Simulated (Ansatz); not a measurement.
# Cr2Tc: relaxing a made-up structure

This structure for Cr2Tc is made up. Its elements were placed in a known structure type with a cell scaled to their sizes. What cell does the guess relax to, and how far off was it?

Calculated with Ansatz 0.2.0; DFT, PBE, plane-wave PAW, files of the set soft_1, scalar-relativistic, ferromagnetic start, cell and ions relaxed at zero pressure; PAW set ansatz+soft_1, in the first sound run; inputs show where later runs differ.

### 1. Starting point

The structure is orthorhombic, space group Fmmm (No. 69). The conventional cell has a = 2.951 Å, b = 4.208 Å, c = 12.333 Å, α = 90.00°, β = 90.00°, γ = 90.00°. Nearest to Tc lie 4 Cr at 2.47 Å and 4 Tc at 2.57 Å. Nearest to Cr lie 2 Tc at 2.47 Å and 6 Cr at 2.57 to 2.66 Å. Farther neighbours are not listed.

### 2. Relaxing cell and atoms

The guessed cell has no reason to be at equilibrium. It is relaxed with the atoms, within the space group of the guess.

The input, input.yaml:

```yaml
crystal:
  lattice:
    - [0.0, 2.104, 6.1665]
    - [1.4755, 0.0, 6.1665]
    - [1.4755, 2.104, 0.0]
  atoms:
    - { symbol: Tc, position: [0.0, 0.0, 0.0] }
    - { symbol: Cr, position: [0.6604, 0.6604, 0.3396], spin: 3.0 }
    - { symbol: Cr, position: [0.3396, 0.3396, 0.6604], spin: 3.0 }
magnetization:
  spin_polarized: true
kpoints:
  mp_grid: { grid: [11, 11, 11] }
scf:
  occupations: { method: fermi_dirac, width: 0.05 }
hamiltonian:
  xc: pbe
  pseudopotentials: { kind: paw, azcp: { Cr: "soft_1/Cr.paw.azcp" } }
relax:
  f_tol: 0.015
  max_steps: 70
  cell: {}
output:
  forces: true
  stress: true
```

Command:

```
$ ansatz run input.yaml --threads 4 --pin off --max-ram 8192MiB --backend cpu --events-out ev --progress --plain --runs-dir out
```

Numbers of over 12 decimals in the logs are rounded to 6 here.

The program printed:

```text
basis.fft_grid_basis auto: the FFT boxes are laid along the combinations [[1, -1, 0], [0, 1, 0], [0, 0, 1]] of the cell's own vectors, 2.570, 6.341 and 2.570 Å long. The dense box has 20×48×20 points. Along the cell's own vectors, as sized, it would have 48×48×20, 2.40 times as many. basis.fft_grid_basis: typed keeps the cell's own vectors: state it where this run's energies or levels are differenced outside the engine with another run's, or held beside a run that keeps those vectors.
Engine: ansatz 0.2.0, aarch64-unknown-linux-gnu
Pseudopotentials: kind: paw
Pseudopotential: Tc, paw, valence charge 15, recommended cutoff 500 eV (normal), Tc.paw.azcp
Pseudopotential: Cr, paw, valence charge 14, recommended cutoff 420 eV (normal), soft_1/Cr.paw.azcp
Functional definition: PBE
  parameter kappa = 0.804
  parameter beta = 0.066725
  exchange = pbe_x(kappa = kappa, mu = beta*pi^2/3)
  correlation = pbe_c(beta = beta)
Crystal: 3 atoms, lattice volume = 38.287 Å³
Basis set: ecut = 500 eV, 969 PW (Γ), FFT grids on a1−a2, a2, a3, exchange–correlation on 40×96×40 points (8 copies of the dense FFT grid, shifted against one another)
Bands: 30, of which v1, the nominal top of the filled ones, is band 22 counted from 1 (21 counted from 0)
Symmetry: 8 space group operations
Space group: Fmmm (ITA 69), of the structure as read, at distance tolerance 3.4e-5 Å
Magnetic group: BNS 69.521 (UNI 619), of the structure as read, at distance tolerance 3.4e-5 Å
k-points: 216 of 1331
Non-local potential: Tc, projectors of the file, l = 0: 3, l = 1: 3, l = 2: 2, l = 3: 2
Non-local potential: Cr, projectors of the file, l = 0: 3, l = 1: 2, l = 2: 3, l = 3: 1
PAW form: soft (Blöchl's): semilocal exchange-correlation on the pseudo side does not see the compensation charge
PAW one-centre angular grid: Tc, 590 points (default); XC on 64 Gauss nodes
PAW one-centre angular grid: Cr, 590 points (default); XC on 64 Gauss nodes
Initial density: superposition of atomic densities (chi_scale 0.1, normalization cell)
Starting moments: Σ|m| = 6 μB on 2 of 3 sites
Initial wavefunctions: pseudopotential atomic-orbital guess
Functional: x = pbe(κ = 0.804, μ = 0.219515), c = pbe(β = 0.066725)
SCF iter   1: F=—  HF=-12154.390064 eV  |F-HF|=—  |Δ(HF+E_count)|=         —  Δρ=1.72e-1 (↑1.72e-1 ↓6.70e-2)  dr2=3.60e1  dr2_m=1.49e0  M=3.820 μB ∫|m|=4.118 μB  β_m=0.30  ethr=3.10e-3  ⟨swp⟩=5.0  Hψ=45235  notcnv=0
Mixer restart at iter 1: flushing history
preconditioner: auto → Kerker (q_TF=auto, 2.782 Å⁻¹)  [metal: Δε(μ)=0.002 eV  Ē_g=6.207 eV  σ=0.050 eV  W_gap=0.01  n_scr=12 (ndim 8)  ℏωp=26.2 eV  f_vac=0.000  D(μ)=4.49/eV (n_scr^D=60)]
spin=Collinear: Kerker preconditioning applied to the charge; magnetization (m = ρ↑ − ρ↓) channel mixes plain (no charge-response kernel on spin).
SCF iter   2: F=—  HF=-12152.424861 eV  |F-HF|=—  |Δ(HF+E_count)|=    1.97e0  Δρ=8.61e-2 (↑8.61e-2 ↓3.43e-2)  dr2=6.53e0  dr2_m=6.44e-1  M=3.433 μB ∫|m|=4.030 μB  β_m=0.41  ethr=3.10e-3  ⟨swp⟩=2.7  Hψ=29326  notcnv=0  defer=382
SCF iter   3: F=—  HF=-12151.842634 eV  |F-HF|=—  |Δ(HF+E_count)|=   5.82e-1  Δρ=4.05e-2 (↑4.05e-2 ↓3.02e-2)  dr2=5.69e-1  dr2_m=3.11e-1  M=2.830 μB ∫|m|=3.593 μB  β_m=0.70  ethr=3.10e-3  ⟨swp⟩=2.3  Hψ=23523  notcnv=0  defer=366
SCF iter   4: F=—  HF=-12152.474556 eV  |F-HF|=—  |Δ(HF+E_count)|=   6.32e-1  Δρ=2.63e-2 (↑2.00e-2 ↓2.63e-2)  dr2=1.45e-1  dr2_m=1.78e-1  M=1.733 μB ∫|m|=2.494 μB  β_m=0.85  ethr=1.32e-3  ⟨swp⟩=2.0  Hψ=23307  notcnv=0  defer=372
SCF iter   5: F=—  HF=-12153.222626 eV  |F-HF|=—  |Δ(HF+E_count)|=         —  Δρ=6.33e-2 (↑6.25e-2 ↓6.33e-2)  dr2=9.80e-3  dr2_m=1.38e0  M=0.229 μB ∫|m|=0.622 μB  β_m=1.00  ethr=3.38e-4  ⟨swp⟩=2.4  Hψ=21230  notcnv=0  defer=363
Mixer restart at iter 5: flushing history
SCF iter   6: F=—  HF=-12152.954070 eV  |F-HF|=—  |Δ(HF+E_count)|=   2.69e-1  Δρ=1.27e-2 (↑1.27e-2 ↓7.87e-3)  dr2=1.15e-2  dr2_m=3.66e-2  M=0.109 μB ∫|m|=0.279 μB  β_m=0.85  ethr=1.16e-4  ⟨swp⟩=2.2  Hψ=22281  notcnv=0  defer=422
SCF iter   7: F=—  HF=-12152.957516 eV  |F-HF|=—  |Δ(HF+E_count)|=   3.45e-3  Δρ=7.62e-3 (↑3.49e-3 ↓7.62e-3)  dr2=9.17e-3  dr2_m=1.05e-2  M=0.056 μB ∫|m|=0.145 μB  β_m=0.93  ethr=2.67e-5  ⟨swp⟩=2.7  Hψ=26695  notcnv=0  defer=226
SCF iter   8: F=—  HF=-12152.958150 eV  |F-HF|=—  |Δ(HF+E_count)|=   6.34e-4  Δρ=5.25e-3 (↑5.25e-3 ↓9.42e-4)  dr2=1.31e-2  dr2_m=2.74e-3  M=0.027 μB ∫|m|=0.072 μB  β_m=0.96  ethr=2.13e-5  ⟨swp⟩=2.0  Hψ=24913  notcnv=0  defer=225
SCF iter   9: F=—  HF=-12152.957307 eV  |F-HF|=—  |Δ(HF+E_count)|=   8.43e-4  Δρ=2.26e-4 (↑1.92e-4 ↓2.26e-4)  dr2=1.35e-4  dr2_m=2.88e-6  M=-0.000 μB ∫|m|=0.002 μB  β_m=0.92  ethr=2.13e-5  ⟨swp⟩=2.2  Hψ=20476  notcnv=0  defer=225
SCF iter  10: F=—  HF=-12152.957295 eV  |F-HF|=—  |Δ(HF+E_count)|=   1.23e-5  Δρ=1.34e-4 (↑1.34e-4 ↓9.63e-5)  dr2=2.21e-5  dr2_m=6.61e-7  M=-0.000 μB ∫|m|=0.001 μB  β_m=0.89  ethr=3.14e-7  ⟨swp⟩=2.2  Hψ=17945  notcnv=0  defer=225
SCF iter  11: F=—  HF=-12152.957291 eV  |F-HF|=—  |Δ(HF+E_count)|=   4.20e-6  Δρ=5.55e-5 (↑5.55e-5 ↓2.16e-5)  dr2=2.74e-6  dr2_m=1.49e-7  M=0.000 μB ∫|m|=0.001 μB  β_m=0.94  ethr=5.15e-8  ⟨swp⟩=2.4  Hψ=19326  notcnv=0  defer=225
SCF iter  12: F=—  HF=-12152.957291 eV  |F-HF|=—  |Δ(HF+E_count)|=   2.99e-7  Δρ=1.73e-5 (↑1.73e-5 ↓8.31e-6)  dr2=3.52e-7  dr2_m=1.30e-8  M=0.000 μB ∫|m|=0.000 μB  β_m=0.97  ethr=6.36e-9  ⟨swp⟩=1.5  Hψ=13677  notcnv=0  defer=225
SCF iter  13: F=—  HF=-12152.957291 eV  |F-HF|=—  |Δ(HF+E_count)|=   1.13e-8  Δρ=3.97e-6 (↑1.58e-6 ↓3.97e-6)  dr2=5.09e-9  dr2_m=2.57e-9  M=0.000 μB ∫|m|=0.000 μB  β_m=0.99  ethr=8.18e-10  ⟨swp⟩=2.0  Hψ=14748  notcnv=0  defer=225
SCF iter  14: F=—  HF=-12152.957291 eV  |F-HF|=—  |Δ(HF+E_count)|=  6.38e-10  Δρ=5.85e-7 (↑2.07e-7 ↓5.85e-7)  dr2=2.37e-10  dr2_m=3.51e-11  M=0.000 μB ∫|m|=0.000 μB  β_m=0.99  ethr=1.18e-11  ⟨swp⟩=1.9  Hψ=15661  notcnv=0  defer=225
SCF iter  15: F=-12152.957291 eV  HF=-12152.957291 eV  |F-HF|=1.82e-11  |Δ(HF+E_count)|=  1.27e-11  Δρ=9.46e-8 (↑9.46e-8 ↓7.73e-8)  dr2=1.63e-11  dr2_m=3.50e-13  M=0.000 μB ∫|m|=0.000 μB  ethr=1.00e-12  ⟨swp⟩=1.0  Hψ=28483  notcnv=0
WARN: the starting moments were not kept: the SCF closed with an absolute magnetisation of 1.1e-6 μB, where they sum to 6 μB in size (2 sites). That is at most 0.1 of that sum. Measured as dr2_m measures the in/out step, that magnetisation stands 5.3e-13 eV from none, at or under the dr2_threshold of 1.0e-7 eV: it is no larger than a step whose dr2_m would equal this threshold. The system may hold no moment; this SCF [...]
SCF 1 converged in 15 iterations: F = -12152.957291 eV  dr2 = 1.63e-11
[...]
the starting moments were not kept: the SCF closed with an absolute magnetisation of 1.1e-5 μB, where they sum to 6 μB in size (2 sites). That is at most 0.1 of that sum. Measured as dr2_m measures the in/out step, that magnetisation stands 2.8e-11 eV from none, at or under the dr2_threshold of 3.0e-7 eV: it is no larger than a step whose dr2_m would equal this threshold.
SCF 3 converged in 9 iterations: F = -12153.260080 eV  dr2 = 3.40e-8
relax step   3: F+E_penalty+E_count = -12153.26007989 eV  Δ(F+E_penalty+E_count) = -1.753e-2 eV  max|allowed force component| = 1.276e-1 eV/Å  Δτ_max = 0.0455 Å  P = +3.302 GPa  Ω = 37.625 Å³  energy of the carried Pulay correction = +2.757e-4 eV  (9 SCF iters, dr2 threshold 3.00e-7 eV, accepted)
[...]
relax step   4: F+E_penalty+E_count = -12153.26450180 eV  Δ(F+E_penalty+E_count) = -4.422e-3 eV  max|allowed force component| = 2.344e-2 eV/Å  Δτ_max = 0.0061 Å  P = -1.638 GPa  Ω = 38.316 Å³  energy of the carried Pulay correction = -1.196e-5 eV  (9 SCF iters, dr2 threshold 3.00e-7 eV, accepted)
[...]
relax step   5: F+E_penalty+E_count = -12153.26592820 eV  Δ(F+E_penalty+E_count) = -1.426e-3 eV  max|allowed force component| = 4.629e-3 eV/Å  Δτ_max = 0.0019 Å  P = -0.011 GPa  Ω = 38.081 Å³  energy of the carried Pulay correction = +8.529e-5 eV  (11 SCF iters, dr2 threshold 3.00e-7 eV, accepted)
[...]
relax step   6: F+E_penalty+E_count = -12153.26593131 eV  Δ(F+E_penalty+E_count) = -3.111e-6 eV  max|allowed force component| = 2.142e-4 eV/Å  Δτ_max = 0.0003 Å  P = -0.008 GPa  Ω = 38.080 Å³  energy of the carried Pulay correction = +8.559e-5 eV  (8 SCF iters, dr2 threshold 7.38e-9 eV, accepted)
Initial wavefunctions: pseudopotential atomic-orbital guess (no wavefunctions were taken with the density)
iter 1 solved again at ethr=2.25e-9 eV; its pass at ethr=3.10e-3 eV (dr2=9.66e-7 eV) is discarded
SCF iter   1: F=—  HF=-12153.265828 eV  |F-HF|=—  |Δ(HF+E_count)|=         —  Δρ=1.78e-5 (↑1.78e-5 ↓1.78e-5)  dr2=3.52e-7  dr2_m=1.88e-12  M=0.000 μB ∫|m|=0.000 μB  β_m=0.65  ethr=2.25e-9  ⟨swp⟩=4.0  Hψ=87640  notcnv=0
SCF iter   2: F=—  HF=-12153.265829 eV  |F-HF|=—  |Δ(HF+E_count)|=   5.74e-7  Δρ=2.91e-5 (↑2.91e-5 ↓2.91e-5)  dr2=4.92e-6  dr2_m=5.18e-13  M=0.000 μB ∫|m|=0.000 μB  β_m=0.23  ethr=8.19e-10  ⟨swp⟩=2.8  Hψ=23550  notcnv=0  recentre
SCF iter   3: F=—  HF=-12153.265828 eV  |F-HF|=—  |Δ(HF+E_count)|=   3.87e-7  Δρ=1.01e-5 (↑1.01e-5 ↓1.01e-5)  dr2=3.32e-8  dr2_m=1.00e-12  M=0.000 μB ∫|m|=0.000 μB  β_m=0.34  ethr=8.19e-10  ⟨swp⟩=2.0  Hψ=17292  notcnv=0
SCF iter   4: F=—  HF=-12153.265829 eV  |F-HF|=—  |Δ(HF+E_count)|=   2.13e-7  Δρ=4.78e-6 (↑4.78e-6 ↓4.78e-6)  dr2=8.85e-8  dr2_m=1.85e-13  M=0.000 μB ∫|m|=0.000 μB  β_m=0.34  ethr=7.71e-11  ⟨swp⟩=2.1  Hψ=15377  notcnv=0
SCF iter   5: F=—  HF=-12153.265829 eV  |F-HF|=—  |Δ(HF+E_count)|=   4.73e-8  Δρ=3.40e-6 (↑3.40e-6 ↓3.40e-6)  dr2=2.59e-8  dr2_m=1.07e-13  M=0.000 μB ∫|m|=0.000 μB  β_m=0.34  ethr=7.71e-11  ⟨swp⟩=2.0  Hψ=20579  notcnv=0
SCF iter   6: F=—  HF=-12153.265829 eV  |F-HF|=—  |Δ(HF+E_count)|=   1.96e-9  Δρ=9.69e-7 (↑9.69e-7 ↓9.69e-7)  dr2=6.35e-10  dr2_m=4.87e-14  M=0.000 μB ∫|m|=0.000 μB  β_m=0.53  ethr=6.02e-11  ⟨swp⟩=1.2  Hψ=13063  notcnv=0
SCF iter   7: F=—  HF=-12153.265829 eV  |F-HF|=—  |Δ(HF+E_count)|=   1.08e-8  Δρ=5.54e-7 (↑5.53e-7 ↓5.54e-7)  dr2=9.19e-10  dr2_m=8.33e-15  M=0.000 μB ∫|m|=0.000 μB  β_m=0.53  ethr=1.48e-12  ⟨swp⟩=2.0  Hψ=21150  notcnv=0
SCF iter   8: F=—  HF=-12153.265829 eV  |F-HF|=—  |Δ(HF+E_count)|=   3.13e-9  Δρ=3.02e-7 (↑3.02e-7 ↓3.02e-7)  dr2=3.44e-10  dr2_m=9.12e-16  M=0.000 μB ∫|m|=0.000 μB  β_m=0.68  ethr=1.48e-12  ⟨swp⟩=2.0  Hψ=17494  notcnv=0
SCF iter   9: F=—  HF=-12153.265829 eV  |F-HF|=—  |Δ(HF+E_count)|=  6.86e-10  Δρ=1.04e-7 (↑1.04e-7 ↓1.04e-7)  dr2=4.79e-11  dr2_m=1.59e-17  M=0.000 μB ∫|m|=0.000 μB  β_m=0.62  ethr=1.00e-12  ⟨swp⟩=2.0  Hψ=16954  notcnv=0
SCF iter  10: F=—  HF=-12153.265829 eV  |F-HF|=—  |Δ(HF+E_count)|=  4.55e-11  Δρ=3.54e-8 (↑3.53e-8 ↓3.54e-8)  dr2=3.05e-12  dr2_m=5.15e-18  M=-0.000 μB ∫|m|=0.000 μB  β_m=0.54  ethr=1.00e-12  ⟨swp⟩=1.0  Hψ=12962  notcnv=0
SCF iter  11: F=-12153.265829 eV  HF=-12153.265829 eV  |F-HF|=5.46e-12  |Δ(HF+E_count)|=  5.46e-12  Δρ=3.49e-8 (↑3.49e-8 ↓3.48e-8)  dr2=4.09e-12  dr2_m=9.76e-18  M=-0.000 μB ∫|m|=0.000 μB  ethr=1.00e-12  ⟨swp⟩=3.7  Hψ=41894  notcnv=0
the starting moments were not kept: the SCF closed with an absolute magnetisation of 4.5e-9 μB, where they sum to 6 μB in size (2 sites). That is at most 0.1 of that sum. Measured as dr2_m measures the in/out step, that magnetisation stands 5.4e-18 eV from none, at or under the dr2_threshold of 3.0e-11 eV: it is no larger than a step whose dr2_m would equal this threshold.
SCF 7 converged in 11 iterations: F = -12153.265829 eV  dr2 = 4.09e-12
relax step   7: F+E_penalty+E_count = -12153.26582872 eV  Δ(F+E_penalty+E_count) = +1.026e-4 eV  max|allowed force component| = 1.447e-4 eV/Å  Δτ_max = 0.0000 Å  P = -0.002 GPa  Ω = 38.080 Å³  stress off target by 2.43e-2 GPa  SCF on the basis re-selected at this cell (its energy is not comparable with the rows above)  (11 SCF iters)
basis re-selected at this cell: Δ(F+E_penalty+E_count) = +1.026e-4 eV, ΔP = +0.006 GPa vs the last step (what re-selecting the basis moved, of the pressure what is left beyond the Pulay correction that the steps carried, after the strain that the cell walked since its last selection, with what the two solves' SCF thresholds leave and, on support functions, any second-order correction that the steps lacked; it is no m [...]
SCF converged after 11 iterations
Magnetization: -0.0000 μB (21.5000 up, 21.5000 down)
Absolute magnetization: 0.0000 μB (∫|ρ↑−ρ↓|, with the PAW one-centre terms)
Spin contamination: 0.0000 ħ² per cell (⟨S²⟩ above its minimum at these occupations)
Per-site moments (μB) at R_I (Å): [(-8.168515059594797e-11, 1.061518), (-5.581559853064249e-11, 0.990225), (-5.5815683408345254e-11, 0.990225)]
Free energy (F): -12153.265829 eV
Harris-Foulkes:  -12153.265829 eV  (|F-HF|=5.46e-12)
Internal energy: -12153.240911 eV  (E = F + TS)
E sigma→0 (E₀):  -12153.253370 eV
Entropy (-TS):   -0.024918 eV (-8.306 meV/atom)
Fermi energy:    20.478763 eV
--- Per-component energies (eV) ---
  E_band       = -350.125588
  E_kinetic    = 1228.937444
  E_local      = -3449.919616  (includes V_loc(G=0)·N_el)
  E_nonlocal   = 370.557596
  E_hartree    = 1375.563072
  E_xc         = -472.155407
  E_vxc        = -591.157874  (∫ρ·V_xc dr)
  E_paw        = -5715.241528  (= ΣΔE_a)
  E_vpaw       = -659.669983  (= ΣTr[D̂ρ^β])
  E_aug_tail   = 0.000644  (compensation charges beyond the density's cutoff)
  E_ewald      = -5490.983114
  E_smearing   = -0.024918  (= −TS)
  E_closure    = 0.000000  (closes the sum)
  Σ components = -12153.265829   (vs F -12153.265829, Δ=0.00e0)
--- Forces (eV/Å), atoms counted from 1 ---
  atom   1  Tc     0.00000000     0.00000000     0.00000000
  atom   2  Cr     0.00000000     0.00000000     0.00014469
  atom   3  Cr     0.00000000     0.00000000    -0.00014469
  max |Σ_I F_I| component: 0.00e0 eV/Å
--- Stress (GPa, compression-positive) ---
       -0.024298       0.000000       0.000000
        0.000000       0.002859       0.000000
        0.000000       0.000000       0.016594
  P = ⅓ Tr σ = -0.0016 GPa (-0.016 kbar)
--- Relaxed structure (6 steps of the walk, 6 accepted, 1 SCFs on fresh bases) ---
  F+E_penalty+E_count = -12153.26582872 eV   max|allowed force component| = 1.447e-4 eV/Å   (the final SCF, on the basis selected at the relaxed cell)
  cell:  # Å, volume = 38.0803 Å³
    - [0.0, 2.109702, 6.124580]
    - [1.473578, 0.0, 6.124580]
    - [1.473578, 2.109702, 0.0]
  atoms:
    - { symbol: Tc, position: [-7.369843681723943e-19, -7.369843681723943e-19, 7.369843681723943e-19] }
    - { symbol: Cr, position: [0.672646, 0.672646, 0.327354] }
    - { symbol: Cr, position: [0.327354, 0.327354, 0.672646] }
```

It took 78 s on 4 threads of Arm Neoverse V1, shared host; peak memory 0.76 GiB; 4.9 min of CPU time.

The steps of the relaxation:

```
step  energy less that of the first step (eV)  largest force component (eV/Å)  pressure (GPa)  volume (Å³)
   1                                   0.0000                          1.9873            3.89        38.29
   2                                  -0.2853                          0.5603            0.38        38.08
   3                                  -0.3028                          0.1276            3.30        37.62
   4                                  -0.3072                          0.0234           -1.64        38.32
   5                                  -0.3086                          0.0046           -0.01        38.08
   6                                  -0.3086                          0.0002           -0.01        38.08
  7*                                  -0.3085                          0.0001            0.00        38.08
```

Relaxation steps marked * repeat the geometry before them on a plane-wave basis chosen anew for their cell, so energy and pressure can jump there.

The run keeps the 8 symmetry operations that it works with, so distortions that break them were not tested.

```
conventional cell, symmetrised  before   after  change
                         a (Å)   2.951   2.947  -0.1 %
                         b (Å)   4.208   4.219  +0.3 %
                         c (Å)  12.333  12.249  -0.7 %
              volume (Å³/atom)   12.76   12.69  -0.5 %
```

The atoms that moved most (Å, as changes of fractional coordinates times the final cell):

```
atom     dx     dy      dz  length
 Cr3  0.000  0.000  -0.150   0.150
 Cr2  0.000  0.000   0.150   0.150
```

Final coordinates:

```xyz
3
Lattice="0.0000 2.1097 6.1246 1.4736 0.0000 6.1246 1.4736 2.1097 0.0000" Properties=species:S:1:pos:R:3 pbc="T T T"
Tc    0.0000    0.0000    0.0000
Cr    1.4736    2.1097    8.2394
Cr    1.4736    2.1097    4.0098
```

Numbers from this step:

```yaml
free_energy: -12153.2658 eV
energy_at_zero_smearing: -12153.2534 eV
smearing_term_ts: 0.02492 eV
fermi_energy: 20.48 eV
electrons: 43
symmetry_operations: 8
pressure: -0.001615 GPa
```

Shortest distances by pair of elements, guess and relaxed (not always the same contact):

```
 pair  guess (Å)  relaxed (Å)
Cr–Cr      2.570        2.401
Tc–Tc      2.570        2.573
Cr–Tc      2.468        2.578
```

The relaxation ends with a largest force component of 1.5e-4 eV/Å and a pressure of 0.00 GPa. No moment survives the cycle: this start ends non-magnetic.

[end of part 1 of 2]

[Logs are printed without paths, hosts, clocks, repeated set-up lines and the standing remarks that a program may print on its own settings, such as how far it seeks lower states.]

[Hosts, paths, dates, database ids (printed as entryN), source tags and the programs' standing remarks are cut or masked in the printed files.]
